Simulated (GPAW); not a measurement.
# Near-edge structure at the Y L₃ edge of Y (P6_3/mmc)

Aim: the near-edge shape at the Y L₃ edge of Y (P6_3/mmc), and what the core hole does to it.

Program: GPAW 26.7.0. Level of theory: X-ray absorption from dipole matrix elements to empty bands, plane-wave PAW PBE. Results are calculated unless marked as measured.

This is a report of a sequence of runs, with most program output left out.

## (1) The starting structure

Symmetry: P6_3/mmc, No. 194, hexagonal system. Conventional cell: a = 3.647 Å, b = 3.647 Å, c = 5.731 Å, α = 90.00°, β = 90.00°, γ = 120.00°. Nearest to Y lie 12 Y at 3.56 to 3.65 Å.

## (2) The field without a hole

The ground state comes first: it tells whether the system has a gap, which decides how the excited electron is treated.

scf.py

```python
import numpy as np
from ase import Atoms
from ase.parallel import parprint, paropen
from gpaw import GPAW, PW, FermiDirac, Mixer, MixerDif, setup_paths
from gpaw.test import gen
setup_paths.insert(0, '.')
gen('Y', name='nch2p', xcname='PBE', corehole=(2, 1, 0), write_xml=True)
from gpaw.mpi import world
world.barrier()

atoms = Atoms('Y2',
    cell=[[3.6474, 0, 0],
     [-1.8237, 3.15874106, 0],
     [0, 0, 5.7306]],
    scaled_positions=[[0.66666667, 0.33333333, 0.75],
     [0.33333333, 0.66666667, 0.25]],
    pbc=True)
atoms.calc = calc = GPAW(legacy_gpaw=True, mode=PW(430), xc='PBE', setups={0: 'nch2p'},
    kpts={'size': (8, 8, 5), 'gamma': True}, occupations=FermiDirac(0.05),
    charge=0, mixer=Mixer(0.1, 5, 50), maxiter=150,
    convergence={'density': 0.0001}, txt='scf.txt')
energy = atoms.get_potential_energy() + calc.get_reference_energy()
ef = calc.get_fermi_level()
out = dict(energy=energy, fermi=ef, forces=atoms.get_forces().tolist())
parprint(f'all-electron energy {energy:.4f} eV, Fermi level {ef:.4f} eV')
ev = np.array([[calc.get_eigenvalues(k, s) for k in range(len(calc.get_ibz_k_points()))] for s in range(calc.get_number_of_spins())])
out['homo'], out['lumo'], out['counts'] = ev[ev < ef].max(), ev[ev > ef].min(), sorted(set((ev < ef).sum((0, 2)).tolist()))
out['filled'] = (ev[:, 0] < ef).sum(1).tolist()
import json
with paropen('out.json', 'w') as f:
    json.dump(out, f)
```

Launch:

```
> OMP_NUM_THREADS=1 mpirun -n 4 gpaw python scf.py
```

Elapsed: 14 s, on 4 MPI ranks of Arm Neoverse V2, shared host; peak memory 0.17 GiB.

The mesh shows no gap, so the system is treated as a metal and the core electron is put at the Fermi level (neutral cell).

## (3) Spectrum without a core hole, Y atom 1

This cheap baseline ignores the attraction of the hole: it shows the absorber's empty states as they are in the ground state. The data set with a hole of occupation 0 only carries the core orbital.

The absorber has 6 Y at 3.56 Å and 6 Y at 3.65 Å (anticuboctahedral, as in hcp, site symmetry -6m2).

xas.py

```python
import numpy as np
from ase import Atoms
from ase.parallel import parprint, paropen
from gpaw import GPAW, PW, FermiDirac, Mixer, MixerDif, setup_paths
from gpaw.test import gen
setup_paths.insert(0, '.')
gen('Y', name='nch2p', xcname='PBE', corehole=(2, 1, 0), write_xml=True)
from gpaw.mpi import world
world.barrier()

atoms = Atoms('Y2',
    cell=[[3.6474, 0, 0],
     [-1.8237, 3.15874106, 0],
     [0, 0, 5.7306]],
    scaled_positions=[[0.66666667, 0.33333333, 0.75],
     [0.33333333, 0.66666667, 0.25]],
    pbc=True)
atoms.calc = calc = GPAW(legacy_gpaw=True, mode=PW(430), xc='PBE', setups={0: 'nch2p'},
    kpts={'size': (11, 11, 6), 'gamma': True}, occupations=FermiDirac(0.1),
    charge=0, mixer=Mixer(0.1, 5, 50), maxiter=150,
    convergence={'density': 0.0001}, txt='scf.txt')
energy = atoms.get_potential_energy() + calc.get_reference_energy()
ef = calc.get_fermi_level()
out = dict(energy=energy, fermi=ef, forces=atoms.get_forces().tolist())
parprint(f'all-electron energy {energy:.4f} eV, Fermi level {ef:.4f} eV')
ev = np.array([[calc.get_eigenvalues(k, s) for k in range(len(calc.get_ibz_k_points()))] for s in range(calc.get_number_of_spins())])
out['homo'], out['lumo'], out['counts'] = ev[ev < ef].max(), ev[ev > ef].min(), sorted(set((ev < ef).sum((0, 2)).tolist()))
out['filled'] = (ev[:, 0] < ef).sum(1).tolist()

from ase.units import Ha
from gpaw.xas import dipole_matrix_elements
nb = int(calc.get_number_of_electrons() / 2) + 53
top, nb = nb, nb + 8 + nb // 12
nscf = calc.fixed_density(kpts={'size': (5, 5, 3), 'gamma': True}, nbands=nb,
    convergence={'bands': top, 'eigenstates': 1e-5}, maxiter=60, txt='nscf.txt')
cell = atoms.cell.array
ops = [cell.T @ U.T @ np.linalg.inv(cell.T) for U in nscf.wfs.kd.symmetry.op_scc]
E = np.arange(-25, 34, 0.1)
fwhm = np.interp(E, [4, 25], [1.5, 3.5])
Y, X, zero, highest = 0, 0, 1e9, 1e9
for spin in range(nscf.get_number_of_spins()):
    wfs = nscf.wfs
    A = dipole_matrix_elements(wfs.setups[0])
    eps = np.zeros((wfs.kd.nibzkpts, nb))
    d = np.zeros((3, A.shape[1], wfs.kd.nibzkpts, nb), complex)
    for kpt in wfs.kpt_u:
        if kpt.s == spin and 0 in kpt.P_ani:
            eps[kpt.k] = kpt.eps_n * Ha
            d[:, :, kpt.k] = (kpt.weight * wfs.nspins / 2) ** 0.5 * np.inner(A, kpt.P_ani[0])
    world.sum(eps)
    world.sum(d)
    T = np.einsum('amkn,bmkn->abkn', d, d.conj()).real
    T = sum(np.einsum('ai,ijkn,bj->abkn', R, T, R) for R in ops) / len(ops)
    empty = eps > ef
    zero, highest = min(zero, eps[empty].min()), min(highest, eps[:, top - 1].min())
    lines = [(eps, T, empty)] if spin == 0 else lines + [(eps, T, empty)]
for eps, T, empty in lines:
    f = np.einsum('aakn->akn', T).reshape(3, -1)
    x = eps.ravel() - zero
    w = np.interp(x, E, fwhm) / 2.35482
    g = np.exp(-0.5 * ((E[:, None] - x) / w) ** 2) / (w * (2 * np.pi) ** 0.5)
    Y = Y + (f * empty.ravel()) @ g.T
    X = X + (f * ~empty.ravel()) @ g.T
out.update(E=E.round(2).tolist(), xas=Y.tolist(), xes=X.tolist(), zero=zero, valid=highest - zero, nk=len(eps), nb=nb)
for i in range(0, len(E), 10):
    parprint(f'{E[i]:7.2f}', *(f'{v:10.3e}' for v in Y[:, i]))
import json
with paropen('out.json', 'w') as f:
    json.dump(out, f)
```

Launch:

```
> OMP_NUM_THREADS=1 mpirun -n 4 gpaw python xas.py
```

It took 28 s on 4 MPI ranks; peak memory 0.25 GiB.

The Y L₃ spectrum, Y atom 1, no core hole (energy from the lowest empty level; intensity scaled to a mean of 1 over the first 20 eV; polarised curves are means over the symmetry-equivalent atoms):

```tsv
E (eV)	isotropic	ε ⊥ c	ε ∥ c
-2.0	0.00	0.00	0.00
-1.5	0.01	0.01	0.01
-1.0	0.07	0.07	0.06
-0.5	0.22	0.23	0.21
0.0	0.49	0.49	0.48
0.5	0.86	0.84	0.91
1.0	1.27	1.22	1.36
1.5	1.53	1.52	1.57
2.0	1.52	1.56	1.45
2.5	1.35	1.39	1.26
3.0	1.31	1.33	1.28
3.5	1.57	1.57	1.57
4.0	2.06	2.09	2.02
4.5	2.56	2.58	2.51
5.0	2.58	2.55	2.62
5.5	1.99	1.94	2.10
6.0	1.29	1.26	1.33
6.5	0.84	0.85	0.82
7.0	0.74	0.75	0.71
7.5	0.82	0.82	0.81
8.0	0.87	0.87	0.87
8.5	0.82	0.82	0.82
9.0	0.76	0.76	0.77
9.5	0.79	0.80	0.78
10.0	0.88	0.90	0.85
10.5	0.94	0.96	0.91
11.0	0.94	0.95	0.91
11.5	0.85	0.84	0.86
12.0	0.72	0.71	0.76
12.5	0.61	0.59	0.64
13.0	0.53	0.52	0.55
13.5	0.49	0.49	0.50
14.0	0.48	0.48	0.49
14.5	0.50	0.49	0.52
15.0	0.54	0.52	0.56
15.5	0.60	0.59	0.62
16.0	0.67	0.67	0.67
16.5	0.74	0.75	0.70
17.0	0.77	0.79	0.71
17.5	0.76	0.79	0.70
18.0	0.72	0.74	0.68
18.5	0.68	0.68	0.66
19.0	0.64	0.64	0.65
19.5	0.63	0.62	0.66
20.0	0.64	0.62	0.68
20.5	0.66	0.64	0.70
21.0	0.68	0.66	0.72
21.5	0.69	0.67	0.71
22.0	0.68	0.67	0.69
22.5	0.65	0.66	0.65
23.0	0.62	0.63	0.60
23.5	0.58	0.59	0.56
24.0	0.54	0.55	0.51
24.5	0.51	0.52	0.48
25.0	0.48	0.49	0.46
25.5	0.47	0.47	0.46
26.0	0.47	0.47	0.47
26.5	0.49	0.48	0.49
27.0	0.51	0.50	0.52
27.5	0.53	0.52	0.55
28.0	0.56	0.55	0.58
28.5	0.58	0.57	0.60
29.0	0.59	0.58	0.61
29.5	0.59	0.59	0.60
30.0	0.59	0.59	0.58
30.5	0.57	0.58	0.56
31.0	0.56	0.57	0.53
31.5	0.54	0.56	0.50
32.0	0.53	0.55	0.49
```

Main maxima below 30 eV (height): 1.8 eV (1.56), 4.8 eV (2.66), 8.0 eV (0.87), 10.6 eV (0.95), 17.2 eV (0.77) and 21.4 eV (0.69). At an L edge the dipole rule selects empty d (and weakly s) states on the absorber, and the strong line at the onset measures the empty part of its d band.

The same matrix elements for filled bands give the Y L₃ emission of Y atom 1 (ground-state approximation; energy from the lowest empty level, largest value 1):

```tsv
E (eV)	emission
-24.00	0.00
-23.25	0.00
-22.50	0.00
-21.75	0.00
-21.00	0.00
-20.25	0.00
-19.50	0.00
-18.75	0.00
-18.00	0.00
-17.25	0.00
-16.50	0.00
-15.75	0.00
-15.00	0.00
-14.25	0.00
-13.50	0.00
-12.75	0.00
-12.00	0.00
-11.25	0.00
-10.50	0.00
-9.75	0.00
-9.00	0.00
-8.25	0.00
-7.50	0.00
-6.75	0.00
-6.00	0.00
-5.25	0.00
-4.50	0.01
-3.75	0.04
-3.00	0.10
-2.25	0.30
-1.50	0.67
-0.75	0.99
0.00	0.74
0.75	0.20
1.50	0.02
2.25	0.00
3.00	0.00
```

Emission maxima: -0.6 eV (1.00).

## (4) Reference energy of the supercell

The photon energy needs a difference of total energies, so the cell and mesh of the coming hole run are first run without a hole.

Edit scf.py of step 2 so:

```diff
@@ -10,11 +10,17 @@
 
-atoms = Atoms('Y2',
-    cell=[[3.6474, 0, 0],
-     [-1.8237, 3.15874106, 0],
-     [0, 0, 5.7306]],
-    scaled_positions=[[0.66666667, 0.33333333, 0.75],
-     [0.33333333, 0.66666667, 0.25]],
+atoms = Atoms('Y8',
+    cell=[[-1.8237, -3.15874106, -5.7306],
+     [1.8237, 3.15874106, -5.7306],
+     [7.2948, 0, 0]],
+    scaled_positions=[[0.45833333, 0.79166667, 0.16666667],
+     [0.95833333, 0.29166667, 0.16666667],
+     [0.45833333, 0.79166667, 0.66666667],
+     [0.95833333, 0.29166667, 0.66666667],
+     [0.54166667, 0.20833333, 0.83333333],
+     [0.04166667, 0.70833333, 0.83333333],
+     [0.54166667, 0.20833333, 0.33333333],
+     [0.04166667, 0.70833333, 0.33333333]],
     pbc=True)
 atoms.calc = calc = GPAW(legacy_gpaw=True, mode=PW(430), xc='PBE', setups={0: 'nch2p'},
-    kpts={'size': (8, 8, 5), 'gamma': True}, occupations=FermiDirac(0.05),
+    kpts={'size': (3, 3, 3), 'gamma': True}, occupations=FermiDirac(0.1),
     charge=0, mixer=Mixer(0.1, 5, 50), maxiter=150,
```

Launch:

```
> OMP_NUM_THREADS=1 mpirun -n 4 gpaw python scf.py
```

Elapsed: 31 s, on 4 MPI ranks; peak memory 0.29 GiB.

Reference energy: -736768.659 eV with the cores included.

## (5) Spectrum with XCH, Y atom 1

The holes are 6.8 Å apart. In GPAW the data set carries the hole's charge, so charge=0 means a charged cell and charge=-1 a neutral one. The excited electron is kept in the cell, where it fills the lowest empty states and screens the hole. After the field has converged, empty bands are computed with the density fixed and the dipole matrix elements are summed.

Edit xas.py of step 3 so:

```diff
@@ -6,3 +6,3 @@
 setup_paths.insert(0, '.')
-gen('Y', name='nch2p', xcname='PBE', corehole=(2, 1, 0), write_xml=True)
+gen('Y', name='fch2p', xcname='PBE', corehole=(2, 1, 1), write_xml=True)
 from gpaw.mpi import world
@@ -10,12 +10,18 @@
 
-atoms = Atoms('Y2',
-    cell=[[3.6474, 0, 0],
-     [-1.8237, 3.15874106, 0],
-     [0, 0, 5.7306]],
-    scaled_positions=[[0.66666667, 0.33333333, 0.75],
-     [0.33333333, 0.66666667, 0.25]],
+atoms = Atoms('Y8',
+    cell=[[-1.8237, -3.15874106, -5.7306],
+     [1.8237, 3.15874106, -5.7306],
+     [7.2948, 0, 0]],
+    scaled_positions=[[0.45833333, 0.79166667, 0.16666667],
+     [0.95833333, 0.29166667, 0.16666667],
+     [0.45833333, 0.79166667, 0.66666667],
+     [0.95833333, 0.29166667, 0.66666667],
+     [0.54166667, 0.20833333, 0.83333333],
+     [0.04166667, 0.70833333, 0.83333333],
+     [0.54166667, 0.20833333, 0.33333333],
+     [0.04166667, 0.70833333, 0.33333333]],
     pbc=True)
-atoms.calc = calc = GPAW(legacy_gpaw=True, mode=PW(430), xc='PBE', setups={0: 'nch2p'},
-    kpts={'size': (11, 11, 6), 'gamma': True}, occupations=FermiDirac(0.1),
-    charge=0, mixer=Mixer(0.1, 5, 50), maxiter=150,
+atoms.calc = calc = GPAW(legacy_gpaw=True, mode=PW(430), xc='PBE', setups={0: 'fch2p'},
+    kpts={'size': (3, 3, 3), 'gamma': True}, occupations=FermiDirac(0.1),
+    charge=-1, mixer=Mixer(0.1, 5, 50), maxiter=150,
     convergence={'density': 0.0001}, txt='scf.txt')
@@ -31,5 +37,5 @@
 from gpaw.xas import dipole_matrix_elements
-nb = int(calc.get_number_of_electrons() / 2) + 53
+nb = int(calc.get_number_of_electrons() / 2) + 200
 top, nb = nb, nb + 8 + nb // 12
-nscf = calc.fixed_density(kpts={'size': (5, 5, 3), 'gamma': True}, nbands=nb,
+nscf = calc.fixed_density(kpts={'size': (3, 3, 3), 'gamma': True}, nbands=nb,
     convergence={'bands': top, 'eigenstates': 1e-5}, maxiter=60, txt='nscf.txt')
@@ -37,3 +43,3 @@
 ops = [cell.T @ U.T @ np.linalg.inv(cell.T) for U in nscf.wfs.kd.symmetry.op_scc]
-E = np.arange(-25, 34, 0.1)
+E = np.arange(-6, 34, 0.1)
 fwhm = np.interp(E, [4, 25], [1.5, 3.5])
```

Launch:

```
> OMP_NUM_THREADS=1 mpirun -n 4 gpaw python xas.py
```

Wall time 3.4 min (4 MPI ranks); peak memory 0.48 GiB; 14 min of CPU time.

The Y L₃ spectrum, Y atom 1, excited-electron core hole (neutral cell) (energy from the lowest empty level; intensity scaled to a mean of 1 over the first 20 eV; polarised curves are means over the symmetry-equivalent atoms):

```tsv
E (eV)	isotropic	ε ⊥ c	ε ∥ c
-2.0	0.00	0.00	0.00
-1.0	0.15	0.17	0.12
0.0	1.20	1.20	1.20
1.0	2.58	2.53	2.68
2.0	2.24	2.34	2.04
3.0	1.74	1.73	1.77
4.0	2.42	2.40	2.45
5.0	1.65	1.66	1.65
6.0	0.60	0.58	0.64
7.0	0.53	0.53	0.52
8.0	0.62	0.62	0.62
9.0	0.67	0.68	0.66
10.0	0.75	0.77	0.72
11.0	0.71	0.71	0.70
12.0	0.57	0.56	0.61
13.0	0.44	0.43	0.47
14.0	0.41	0.41	0.41
15.0	0.48	0.48	0.49
16.0	0.61	0.61	0.61
17.0	0.67	0.69	0.65
18.0	0.66	0.68	0.62
19.0	0.61	0.61	0.60
20.0	0.58	0.56	0.61
21.0	0.58	0.56	0.62
22.0	0.56	0.55	0.58
23.0	0.52	0.53	0.51
24.0	0.47	0.49	0.45
25.0	0.45	0.46	0.42
26.0	0.44	0.45	0.44
27.0	0.47	0.46	0.48
28.0	0.50	0.49	0.52
29.0	0.53	0.52	0.54
30.0	0.54	0.55	0.53
31.0	0.54	0.55	0.50
32.0	0.52	0.54	0.49
```

Main maxima below 30 eV (height): 1.4 eV (2.68), 4.2 eV (2.42), 10.2 eV (0.76) and 17.2 eV (0.68). 

## (6) Spectrum with FCH, Y atom 1

The holes are 6.8 Å apart. In GPAW the data set carries the hole's charge, so charge=0 means a charged cell and charge=-1 a neutral one. The excited electron is left out and a uniform background balances the charge. After the field has converged, empty bands are computed with the density fixed and the dipole matrix elements are summed.

Changed against the first core-hole run: core hole to FCH.

Edit xas.py of step 5 so:

```diff
@@ -25,3 +25,3 @@
     kpts={'size': (3, 3, 3), 'gamma': True}, occupations=FermiDirac(0.1),
-    charge=-1, mixer=Mixer(0.1, 5, 50), maxiter=150,
+    charge=0, mixer=Mixer(0.1, 5, 50), maxiter=150,
     convergence={'density': 0.0001}, txt='scf.txt')
```

Run time: 3.5 min. Hardware: 4 MPI ranks; peak memory 0.48 GiB.

```tsv
E (eV)	first run	this run
-2.0	0.00	0.00
-1.0	0.15	0.16
0.0	1.20	1.23
1.0	2.58	2.60
2.0	2.24	2.30
3.0	1.74	1.73
4.0	2.42	2.39
5.0	1.65	1.67
6.0	0.60	0.60
7.0	0.53	0.51
8.0	0.62	0.62
9.0	0.67	0.65
10.0	0.75	0.74
11.0	0.71	0.71
12.0	0.57	0.58
13.0	0.44	0.45
14.0	0.41	0.40
15.0	0.48	0.47
16.0	0.61	0.59
17.0	0.67	0.67
18.0	0.66	0.66
19.0	0.61	0.61
20.0	0.58	0.58
21.0	0.58	0.57
22.0	0.56	0.56
23.0	0.52	0.52
24.0	0.47	0.47
25.0	0.45	0.44
26.0	0.44	0.44
27.0	0.47	0.46
28.0	0.50	0.50
29.0	0.53	0.53
30.0	0.54	0.54
31.0	0.54	0.54
32.0	0.52	0.52
```

Against the first run the r.m.s. difference is 1 %. The highest intensity below 24 eV stays at 1.4 eV.

The photon energy of the zero moves by +0.01 eV.

## (7) Spectrum with HCH, Y atom 1

The holes are 6.8 Å apart. The data set carries half a charge, which charge=0 leaves uncompensated but for the background. Half a hole is Slater's transition state, a compromise that weakens the attraction. After the field has converged, empty bands are computed with the density fixed and the dipole matrix elements are summed.

Changed against the first core-hole run: core hole from full to half.

Edit xas.py of step 6 so:

```diff
@@ -6,3 +6,3 @@
 setup_paths.insert(0, '.')
-gen('Y', name='fch2p', xcname='PBE', corehole=(2, 1, 1), write_xml=True)
+gen('Y', name='hch2p', xcname='PBE', corehole=(2, 1, 0.5), write_xml=True)
 from gpaw.mpi import world
@@ -23,3 +23,3 @@
     pbc=True)
-atoms.calc = calc = GPAW(legacy_gpaw=True, mode=PW(430), xc='PBE', setups={0: 'fch2p'},
+atoms.calc = calc = GPAW(legacy_gpaw=True, mode=PW(430), xc='PBE', setups={0: 'hch2p'},
     kpts={'size': (3, 3, 3), 'gamma': True}, occupations=FermiDirac(0.1),
```

The job ended after 3.4 min (4 MPI ranks; peak memory 0.48 GiB; 14 min of CPU time).

```tsv
E (eV)	first run	this run
-2.0	0.00	0.00
-1.0	0.15	0.11
0.0	1.20	0.84
1.0	2.58	1.92
2.0	2.24	2.00
3.0	1.74	1.61
4.0	2.42	2.35
5.0	1.65	2.14
6.0	0.60	0.88
7.0	0.53	0.59
8.0	0.62	0.67
9.0	0.67	0.71
10.0	0.75	0.81
11.0	0.71	0.78
12.0	0.57	0.64
13.0	0.44	0.49
14.0	0.41	0.43
15.0	0.48	0.49
16.0	0.61	0.61
17.0	0.67	0.69
18.0	0.66	0.69
19.0	0.61	0.64
20.0	0.58	0.61
21.0	0.58	0.60
22.0	0.56	0.59
23.0	0.52	0.55
24.0	0.47	0.50
25.0	0.45	0.47
26.0	0.44	0.46
27.0	0.47	0.47
28.0	0.50	0.51
29.0	0.53	0.54
30.0	0.54	0.55
31.0	0.54	0.55
32.0	0.52	0.53
```

The scaled spectrum changes by 17 % r.m.s. Another feature, at 4.4 eV (2.51), becomes the highest below 24 eV; the one at 1.4 eV (2.68) is now at 1.6 eV (2.15).

## (8) Reference energy of the cell

The cell and mesh change for the next run, so it gets a reference energy of its own.

Edit scf.py of step 4 so:

```diff
@@ -10,17 +10,11 @@
 
-atoms = Atoms('Y8',
-    cell=[[-1.8237, -3.15874106, -5.7306],
-     [1.8237, 3.15874106, -5.7306],
-     [7.2948, 0, 0]],
-    scaled_positions=[[0.45833333, 0.79166667, 0.16666667],
-     [0.95833333, 0.29166667, 0.16666667],
-     [0.45833333, 0.79166667, 0.66666667],
-     [0.95833333, 0.29166667, 0.66666667],
-     [0.54166667, 0.20833333, 0.83333333],
-     [0.04166667, 0.70833333, 0.83333333],
-     [0.54166667, 0.20833333, 0.33333333],
-     [0.04166667, 0.70833333, 0.33333333]],
+atoms = Atoms('Y2',
+    cell=[[3.6474, 0, 0],
+     [-1.8237, 3.15874106, 0],
+     [0, 0, 5.7306]],
+    scaled_positions=[[0.66666667, 0.33333333, 0.75],
+     [0.33333333, 0.66666667, 0.25]],
     pbc=True)
 atoms.calc = calc = GPAW(legacy_gpaw=True, mode=PW(430), xc='PBE', setups={0: 'nch2p'},
-    kpts={'size': (3, 3, 3), 'gamma': True}, occupations=FermiDirac(0.1),
+    kpts={'size': (5, 5, 3), 'gamma': True}, occupations=FermiDirac(0.1),
     charge=0, mixer=Mixer(0.1, 5, 50), maxiter=150,
```

Launch:

```
> OMP_NUM_THREADS=1 mpirun -n 4 gpaw python scf.py
```

The job ended after 5.5 s (4 MPI ranks; peak memory 0.18 GiB).

## (9) Spectrum with XCH, Y atom 1

A smaller cell brings the holes closer; here they are 3.6 Å apart.

Changed against the first core-hole run: supercell atoms from 8 to 2; the field's mesh follows (3×3×3 to 5×5×3).

Edit xas.py of step 7 so:

```diff
@@ -6,3 +6,3 @@
 setup_paths.insert(0, '.')
-gen('Y', name='hch2p', xcname='PBE', corehole=(2, 1, 0.5), write_xml=True)
+gen('Y', name='fch2p', xcname='PBE', corehole=(2, 1, 1), write_xml=True)
 from gpaw.mpi import world
@@ -10,18 +10,12 @@
 
-atoms = Atoms('Y8',
-    cell=[[-1.8237, -3.15874106, -5.7306],
-     [1.8237, 3.15874106, -5.7306],
-     [7.2948, 0, 0]],
-    scaled_positions=[[0.45833333, 0.79166667, 0.16666667],
-     [0.95833333, 0.29166667, 0.16666667],
-     [0.45833333, 0.79166667, 0.66666667],
-     [0.95833333, 0.29166667, 0.66666667],
-     [0.54166667, 0.20833333, 0.83333333],
-     [0.04166667, 0.70833333, 0.83333333],
-     [0.54166667, 0.20833333, 0.33333333],
-     [0.04166667, 0.70833333, 0.33333333]],
+atoms = Atoms('Y2',
+    cell=[[3.6474, 0, 0],
+     [-1.8237, 3.15874106, 0],
+     [0, 0, 5.7306]],
+    scaled_positions=[[0.66666667, 0.33333333, 0.75],
+     [0.33333333, 0.66666667, 0.25]],
     pbc=True)
-atoms.calc = calc = GPAW(legacy_gpaw=True, mode=PW(430), xc='PBE', setups={0: 'hch2p'},
-    kpts={'size': (3, 3, 3), 'gamma': True}, occupations=FermiDirac(0.1),
-    charge=0, mixer=Mixer(0.1, 5, 50), maxiter=150,
+atoms.calc = calc = GPAW(legacy_gpaw=True, mode=PW(430), xc='PBE', setups={0: 'fch2p'},
+    kpts={'size': (5, 5, 3), 'gamma': True}, occupations=FermiDirac(0.1),
+    charge=-1, mixer=Mixer(0.1, 5, 50), maxiter=150,
     convergence={'density': 0.0001}, txt='scf.txt')
@@ -37,5 +31,5 @@
 from gpaw.xas import dipole_matrix_elements
-nb = int(calc.get_number_of_electrons() / 2) + 200
+nb = int(calc.get_number_of_electrons() / 2) + 53
 top, nb = nb, nb + 8 + nb // 12
-nscf = calc.fixed_density(kpts={'size': (3, 3, 3), 'gamma': True}, nbands=nb,
+nscf = calc.fixed_density(kpts={'size': (5, 5, 3), 'gamma': True}, nbands=nb,
     convergence={'bands': top, 'eigenstates': 1e-5}, maxiter=60, txt='nscf.txt')
```

Launch:

```
> OMP_NUM_THREADS=1 mpirun -n 4 gpaw python xas.py
```

Wall time 14 s (4 MPI ranks); peak memory 0.21 GiB.

These settings depart from the first run's and aren't meant as converged.

Against the first run the r.m.s. difference is 16 %. The highest intensity below 24 eV goes from 1.4 eV (2.68) to 1.2 eV (2.70).

```tsv
E (eV)	first run	this run
-2.0	0.00	0.00
-0.5	0.53	0.40
1.0	2.58	2.61
2.5	1.80	2.24
4.0	2.42	2.25
5.5	1.01	0.69
7.0	0.53	0.66
8.5	0.63	0.60
10.0	0.75	0.75
11.5	0.65	0.63
13.0	0.44	0.43
14.5	0.44	0.45
16.0	0.61	0.61
17.5	0.67	0.66
19.0	0.61	0.57
20.5	0.58	0.59
22.0	0.56	0.57
23.5	0.50	0.47
25.0	0.45	0.42
26.5	0.45	0.45
28.0	0.50	0.51
29.5	0.54	0.55
31.0	0.54	0.53
```

(Continued in part 2 of 2.)

[Logs are printed without paths, hosts, clocks, repeated set-up lines and the standing remarks that a program may print on its own settings, such as how far it seeks lower states.]

[Hosts, paths, dates, database ids (printed as entryN), source tags and the programs' standing remarks are cut or masked in the printed files.]

[Lists of maxima count a maximum above −3 eV only where it reaches 4 % of the highest in the window and stands out from its surroundings by 2 % of it (1.5 % where it reaches 55 %); shoulders and weaker maxima are passed over, and of the rest the first, up to two pre-edge ones and the few strongest are named.]
